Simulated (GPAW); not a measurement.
# Dielectric function and optical constants of KCdCO3F

Aim: the dielectric function of KCdCO3F, and the optical constants that follow from it.

Main program and level: GPAW 26.7.0; DFT, PBE, plane-wave PAW (GPAW data sets), scalar-relativistic, RPA, optical limit.

## 1. Starting point

The structure is hexagonal, space group P-6m2 (No. 187). Conventional cell: a = 5.132 Å, b = 5.132 Å, c = 4.432 Å, α = 90.00°, β = 90.00°, γ = 120.00°. Cd has 2 F at 2.22 Å and 6 O at 2.58 Å nearest. Nearest to K lie 6 O at 2.80 Å and 3 F at 2.96 Å. Nearest to F lie 2 Cd at 2.22 Å and 3 K at 2.96 Å. Nearest to O lie 1 C at 1.25 Å and 2 Cd at 2.58 Å and 2 K at 2.80 Å. C has 3 O at 1.25 Å nearest. Farther neighbours and most contacts between anions are not listed.

Coordinates:

```cif
data_structure
_symmetry_space_group_name_H-M 'P-6m2'
_symmetry_Int_Tables_number 187
_cell_length_a 5.1324
_cell_length_b 5.1324
_cell_length_c 4.4324
_cell_angle_alpha 90.000
_cell_angle_beta 90.000
_cell_angle_gamma 120.000
_cell_volume 101.11
loop_
_atom_site_label
_atom_site_type_symbol
_atom_site_symmetry_multiplicity
_atom_site_Wyckoff_symbol
_atom_site_fract_x
_atom_site_fract_y
_atom_site_fract_z
_atom_site_occupancy
Cd1 Cd 1 f 0.66667 0.33333 0.50000 1
K1 K 1 a 0.00000 0.00000 0.00000 1
F1 F 1 e 0.66667 0.33333 0.00000 1
O1 O 3 k 0.61500 0.80750 0.50000 1
C1 C 1 d 0.33333 0.66667 0.50000 1
```

## 2. Ground state

First the ground state: is it a metal or has it a gap?

This step: DFT, PBE, plane-wave PAW (GPAW data sets), scalar-relativistic, ground state (GPAW 26.7.0).

gs.py

```python
from ase import Atoms
from ase.dft.bandgap import bandgap
from gpaw import GPAW, PW, FermiDirac

atoms = Atoms(['Cd', 'K', 'F', 'O', 'O', 'O', 'C'],
              cell=[[5.132400000010, 0.000000000000, 0.000000000000],
                    [-2.566200000005, 4.444788782392, 0.000000000000],
                    [0.000000000000, 0.000000000000, 4.432400000000]],
              scaled_positions=[[0.666666666667, 0.333333333333, 0.500000000000],
                                [0.000000000000, 0.000000000000, 0.000000000000],
                                [0.666666666667, 0.333333333333, 0.000000000000],
                                [0.615000000000, 0.807500000000, 0.500000000000],
                                [0.192500000000, 0.807500000000, 0.500000000000],
                                [0.192500000000, 0.385000000000, 0.500000000000],
                                [0.333333333333, 0.666666666667, 0.500000000000]],
              pbc=[True, True, True])
atoms.calc = GPAW(mode=PW(450), xc='PBE', kpts={'size': (6, 6, 5), 'gamma': True},
                  occupations=FermiDirac(0.05), maxiter=150, txt='gs.txt')
print('energy (eV)', atoms.get_potential_energy())
print('Fermi level (eV)', atoms.calc.get_fermi_level())
print('valence electrons', atoms.calc.get_number_of_electrons())
print('gap (eV)', bandgap(atoms.calc, output=None)[0])
print('direct gap (eV)', bandgap(atoms.calc, direct=True, output=None)[0])
atoms.calc.write('gs.gpw')
```

The run is started by

```sh
> OMP_NUM_THREADS=1 python gs.py
```

Numbers of over 12 decimals in the logs are rounded to 6 here.

Output:

```text
__  _  _
 | _ |_)|_||  |
 |__||  | ||/\| - 26.7.0

Versions:
  Python: 3.12.14
  ASE:    3.29.0
  Numpy:  2.5.5
  Scipy:  1.18.1
  Libxc:  7.0.0

Input parameters:
  mode=PW(ecut=450.000000),
  kpts=MonkhorstPack(size=(6, 6, 5), gamma=True),
  maxiter=150,
  occupations=Occupations(name='fermi-dirac', width=0.05, fixmagmom=False),
  xc=XC(name='PBE')

Diagonalizing LCAO Hamiltonian
Converting LCAO to pw mode

          O C  O
           O     Cd

                 F
          K

Atoms  # Å, Bohr magnetons
|   | symbol |         x |        y |        z |    initial magnetic moments |
| 0 |     Cd |  2.566200 | 1.481596 | 2.216200 | ( 0.0000,  0.0000,  0.0000) |
| 1 |      K |  0.000000 | 0.000000 | 0.000000 | ( 0.0000,  0.0000,  0.0000) |
| 2 |      F |  2.566200 | 1.481596 | 0.000000 | ( 0.0000,  0.0000,  0.0000) |
| 3 |      O |  1.084220 | 3.589167 | 2.216200 | ( 0.0000,  0.0000,  0.0000) |
| 4 |      O | -1.084220 | 3.589167 | 2.216200 | ( 0.0000,  0.0000,  0.0000) |
| 5 |      O |  0.000000 | 1.711244 | 2.216200 | ( 0.0000,  0.0000,  0.0000) |
| 6 |      C | -0.000000 | 2.963193 | 2.216200 | ( 0.0000,  0.0000,  0.0000) |

Unit cell  # Å
| periodic |         x |        y |        z |  lengths |     angles |
|      yes |  5.132400 | 0.000000 | 0.000000 | 5.132400 |  90.000000 |
|      yes | -2.566200 | 4.444789 | 0.000000 | 5.132400 |  90.000000 |
|      yes |  0.000000 | 0.000000 | 4.432400 | 4.432400 | 120.000000 |

Number of symmetries: 12
Symmetry operations  # r_c * U_cc + t_c -> r_c
|    | kind |            matrix            |
|  0 |  σ   |  1, 1, 0,  0,-1, 0,  0, 0, 1 |
|  1 |  C2  |  1, 1, 0,  0,-1, 0,  0, 0,-1 |
|  2 |  E   |  1, 0, 0,  0, 1, 0,  0, 0, 1 |
|  3 |  σ   |  1, 0, 0,  0, 1, 0,  0, 0,-1 |
|  4 |  C3  |  0, 1, 0, -1,-1, 0,  0, 0, 1 |
|  5 |  S3  |  0, 1, 0, -1,-1, 0,  0, 0,-1 |
|  6 |  σ   |  0,-1, 0, -1, 0, 0,  0, 0, 1 |
|  7 |  C2  |  0,-1, 0, -1, 0, 0,  0, 0,-1 |
|  8 |  σ   | -1, 0, 0,  1, 1, 0,  0, 0, 1 |
|  9 |  C2  | -1, 0, 0,  1, 1, 0,  0, 0,-1 |
| 10 |  C3  | -1,-1, 0,  1, 0, 0,  0, 0, 1 |
| 11 |  S3  | -1,-1, 0,  1, 0, 0,  0, 0,-1 |

BZ-sampling:
  Number of BZ points: 180
  Number of IBZ points: 21

  Monkhorst-Pack size: [6, 6, 5]
  Monkhorst-Pack shift: [0.083333, 0.083333, 0.0]

K-points  # in reciprocal-cell coordinates
|     |                                coordinates |     weight |
|   0 | (  0.00000000,   0.00000000,   0.00000000) | 0.00555556 |
|   1 | (  0.00000000,   0.00000000,   0.20000000) | 0.01111111 |
|   2 | (  0.00000000,   0.00000000,   0.40000000) | 0.01111111 |
|   3 | (  0.16666667,   0.00000000,   0.00000000) | 0.03333333 |
|   4 | (  0.16666667,   0.00000000,   0.20000000) | 0.06666667 |
|   5 | (  0.16666667,   0.00000000,   0.40000000) | 0.06666667 |
|   6 | (  0.33333333,  -0.16666667,   0.00000000) | 0.03333333 |
|   7 | (  0.33333333,  -0.16666667,   0.20000000) | 0.06666667 |
|   8 | (  0.33333333,  -0.16666667,   0.40000000) | 0.06666667 |
|   9 | (  0.33333333,   0.00000000,   0.00000000) | 0.03333333 |
| ... |                                            |            |
|  20 | (  0.50000000,   0.50000000,   0.40000000) | 0.03333333 |

Plane wave coefficients: 2217
Cutoff: 450.000000 eV

Spin-components: 1 (collinear spins)
Bands:           34
Projectors:      36
Spin-degeneracy: 2
Datatype:        complex128

Parallelization:
  kpt:    1
  domain: 1
  band:   1

Density:
  Valence electrons: 50.0
  Components: 1
  Grid points: [27 27 24]
  Charge: 0.0  # |e|

Potential:
  Grid points: [27 27 24]

species:
  Cd:
    name:    Cadmium
    id:
    Z:       48.0
    valence: 12
    core:    36
    charge:  0.0  # [|e|]
    compensation charges:
      type: gauss
      rc: 0.38  # [Å]
      lmax: 2
    cutoffs:
      filter: 2.12  # [Å]
      core: 2.62  # [Å]
    projectors
    | kind |    occ | energy [eV] | rcut [Å] |
    |   5s |  2.000 |      -5.655 |    1.191 |
    |   5p |  0.000 |      -1.186 |    1.228 |
    |   4d | 10.000 |     -11.739 |    1.164 |
    |    s |        |      21.556 |    1.191 |
    |    p |        |      26.026 |    1.228 |
    |    d |        |      15.473 |    1.164 |

    Using partial waves for Cd as LCAO basis

  K:
    name:    Potassium
    id:
    Z:       19.0
    valence: 9
    core:    10
    charge:  0.0  # [|e|]
    compensation charges:
      type: gauss
      rc: 0.35  # [Å]
      lmax: 2
    cutoffs:
      filter: 1.91  # [Å]
      core: 1.27  # [Å]
    projectors
    | kind |    occ | energy [eV] | rcut [Å] |
    |   3s |  2.000 |     -35.338 |    1.122 |
    |   4s |  1.000 |      -2.319 |    1.122 |
    |   3p |  6.000 |     -18.813 |    1.106 |
    |    p |        |       8.398 |    1.106 |
    |    d |        |       0.000 |    0.937 |

    Using partial waves for K as LCAO basis

  F:
    name:    Fluorine
    id:
    Z:       9.0
    valence: 7
    core:    2
    charge:  0.0  # [|e|]
    compensation charges:
      type: gauss
      rc: 0.20  # [Å]
      lmax: 2
    cutoffs:
      filter: 1.14  # [Å]
      core: 0.74  # [Å]
    projectors
    | kind |    occ | energy [eV] | rcut [Å] |
    |   2s |  2.000 |     -29.898 |    0.635 |
    |   2p |  5.000 |     -11.110 |    0.635 |
    |    s |        |      -2.687 |    0.635 |
    |    p |        |      16.102 |    0.635 |
    |    d |        |       0.000 |    0.635 |

    Using partial waves for F as LCAO basis

  O:
    name:    Oxygen
    id:
    Z:       8.0
    valence: 6
    core:    2
    charge:  0.0  # [|e|]
    compensation charges:
      type: gauss
      rc: 0.21  # [Å]
      lmax: 2
    cutoffs:
      filter: 1.17  # [Å]
      core: 0.83  # [Å]
    projectors
    | kind |    occ | energy [eV] | rcut [Å] |
    |   2s |  2.000 |     -23.961 |    0.688 |
    |   2p |  4.000 |      -9.029 |    0.598 |
    |    s |        |       3.251 |    0.688 |
    |    p |        |      18.182 |    0.598 |
    |    d |        |       0.000 |    0.619 |

    Using partial waves for O as LCAO basis

  C:
    name:    Carbon
    id:
    Z:       6.0
    valence: 4
    core:    2
    charge:  0.0  # [|e|]
    compensation charges:
      type: gauss
      rc: 0.20  # [Å]
      lmax: 2
    cutoffs:
      filter: 1.14  # [Å]
      core: 1.14  # [Å]
    projectors
    | kind |    occ | energy [eV] | rcut [Å] |
    |   2s |  2.000 |     -13.751 |    0.635 |
    |   2p |  2.000 |      -5.284 |    0.635 |
    |    s |        |      13.461 |    0.635 |
    |    p |        |      21.927 |    0.635 |
    |    d |        |       0.000 |    0.635 |

    Using partial waves for C as LCAO basis

Reference energy: -178419.637359  # eV

eigensolver:
  PPCG
  Converge bands: occupied
  niter=2

density mixing:
  MSR1-Mixer
  Pratt-step length: 0.05
  Maximum mixing coefficient: 0.75
  Old densities: 10
  SVD Regularization: 0.005
  Good broyden scale: 1.0
  Trust region scale: 1.0
  Backstep threshold: 4.0
  History deletion threshold: 6.0
  Fourier metric: weight=20.0, sigma=0.015

occupation numbers:
  Fermi-Dirac:
    width: 0.0500  # eV

poisson solver:
  ecut: 3600.000000  # eV

xc functional:
  name: PBE with 2 nearest neighbor stencil

convergence criteria:
- Maximum [total energy] change in last 3 cyles: 0.0005 eV / valence electron
- Maximum integral of absolute [dens]ity change: 0.0001 electrons / valence electron
- Maximum integral of absolute [eigenst]ate change: 4e-08 eV^2 / valence electron
maximum number of iterations: 150

SCF iterations
|iter     |      energy | eigst |  dens |
|iter:   1||  -41.432383 | +0.08 |       |
|iter:   2||  -40.534123 | -1.72 | -0.98 |
|iter:   3||  -37.641794 | -0.65 | -1.03 |
|iter:   4||  -37.610423 | -2.47 | -1.52 |
|iter:   5||  -37.614911 | -3.30 | -1.88 |
|iter:   6||  -37.615210c| -3.99 | -2.56 |
|iter:   7||  -37.615336c| -5.16 | -2.98 |
|iter:   8||  -37.615360c| -6.12 | -3.38 |
|iter:   9||  -37.615361c| -7.51c| -4.11c|

Converged in 9 steps
SCF loop duration: 26.929 s (2.992 s/step)
Energy contributions relative to reference atoms: (reference = -178419.637359)

Energy contributions:
  Kinetic:          52.108325
  Coulomb:         -43.822172
  Zero:             -0.539624
  External:          0.000000
  Xc:              -45.361890
  Entropy:          -0.000000
  Spinorbit:         0.000000
  ----------------------------
  Free energy:     -37.615361
  Extrapolated:    -37.615361

dipole moment: (-9.824272, -15.916585, -29.428407)  # |e|*Ang

Fermi level: 3.452
Eigenvalues  # (at kpt = [0.000, 0.000, 0.000])
| band index |      eig [eV] | occ [0-2] |
|          0 |       -25.386 |     2.000 |
|        ... |               |           |
|         17 |        -1.738 |     2.000 |
|         18 |        -0.820 |     2.000 |
|         19 |        -0.819 |     2.000 |
|         20 |         0.606 |     2.000 |
|         21 |         0.606 |     2.000 |
|         22 |         0.956 |     2.000 |
|         23 |         0.956 |     2.000 |
|         24 |         2.526 |     2.000 |
|         25 |         4.202 |     0.000 |
|         26 |         8.707 |     0.000 |
|         27 |         8.845 |     0.000 |
|         28 |        11.150 |     0.000 |
|         29 |        11.150 |     0.000 |
|         30 |        11.614 |     0.000 |
|         31 |        13.227 |     0.000 |
|         32 |        13.232 |     0.000 |
|         33 |        13.520 |     0.000 |

Gap: 1.652 eV
Transition (v -> c):
  (s=0, k=1, n=24, [0.00, 0.00, 0.20]) -> (s=0, k=0, n=25, [0.00, 0.00, 0.00])
Direct/indirect transitions are different
Direct gap: 1.676 eV
Transition at: (s=0, k=0, n=24, [0.00, 0.00, 0.00])

--- standard output ---
energy (eV) -37.615361
Fermi level (eV) 3.452432
valence electrons 50.0
gap (eV) 1.651747
direct gap (eV) 1.675994
```

It took 30 s on 1 thread of Arm Neoverse V2, shared host; peak memory 0.2 GiB.

Numbers from this step:

```
energy                 : -37.62 eV
Fermi energy           : 3.452 eV
gap on the k-mesh      : 1.652 eV
direct gap on the mesh : 1.676 eV
electrons              : 50
```

There is a gap, 1.65 eV on this mesh (points off the mesh can give less), so no carriers' term is needed.

## 3. Bands for the response

The response needs many more empty bands than the density does.

This step: DFT, PBE, plane-wave PAW (GPAW data sets), scalar-relativistic, bands at fixed density (GPAW 26.7.0).

nscf.py

```python
from ase.dft.bandgap import bandgap
from gpaw import GPAW, FermiDirac

calc = GPAW('gs.gpw').fixed_density(kpts={'size': (6, 6, 6), 'gamma': True}, nbands=65, convergence={'bands': 59},
                                    occupations=FermiDirac(0.001), txt='nscf.txt')
print('gap (eV)', bandgap(calc, output=None)[0])
print('direct gap (eV)', bandgap(calc, direct=True, output=None)[0])
print('top band over the Fermi level (eV)', min(calc.get_eigenvalues(kpt=k)[58] for k in range(len(calc.get_ibz_k_points()))) - calc.get_fermi_level())
calc.write('full.gpw', mode='all')
```

The run is started by

```sh
> OMP_NUM_THREADS=1 python nscf.py
```

Output:

```text
Diagonalizing LCAO Hamiltonian
Converting LCAO to pw mode
convergence criteria:
- Maximum integral of absolute [eigenst]ate change: 4e-08 eV^2 / valence electron
maximum number of iterations: 150

SCF iterations
|iter     |      energy | eigst |  dens |
|iter:   1||             | +3.12 |       |
|iter:   2||             | +1.99 |       |
|iter:   3||             | +0.80 |       |
|iter:   4||             | -0.31 |       |
|iter:   5||             | -1.13 |       |
|iter:   6||             | -1.94 |       |
|iter:   7||             | -2.62 |       |
|iter:   8||             | -3.35 |       |
|iter:   9||             | -3.99 |       |
|iter:  10||             | -4.71 |       |
|iter:  11||             | -5.32 |       |
|iter:  12||             | -6.07 |       |
|iter:  13||             | -6.68 |       |
|iter:  14||             | -7.18 |       |
|iter:  15||             | -7.55c|       |
SCF steps: 15
  __  _  _
 | _ |_)|_||  |
 |__||  | ||/\| - 26.7.0

Versions:
  Python: 3.12.14
  ASE:    3.29.0
  Numpy:  2.5.5
  Scipy:  1.18.1
  Libxc:  7.0.0

Input parameters:
  mode=PW(ecut=450.000000),
  convergence={'bands': 59},
  gpts=array([27, 27, 24]),
  kpts=MonkhorstPack(size=(6, 6, 6), gamma=True),
  maxiter=150,
  nbands=65,
  occupations=Occupations(name='fermi-dirac', width=0.001, fixmagmom=False),
  parallel={},
  xc=XC(name='PBE')

--- standard output ---
gap (eV) 1.639162
direct gap (eV) 1.675994
top band over the Fermi level (eV) 23.501020
```

Elapsed: 1.7 min, on 1 thread; peak memory 0.27 GiB.

This step gave:

| Property | Result |
| --- | --- |
| gap on the k-mesh | 1.639 eV |

[end of part 1 of 2]

[Machine, clock and banner lines and Python warnings are left out of the logs.]

[Logs are printed without paths, hosts, clocks, repeated set-up lines and the standing remarks that a program may print on its own settings, such as how far it seeks lower states.]

[Hosts, paths, dates, database ids (printed as entryN), source tags and the programs' standing remarks are cut or masked in the printed files.]
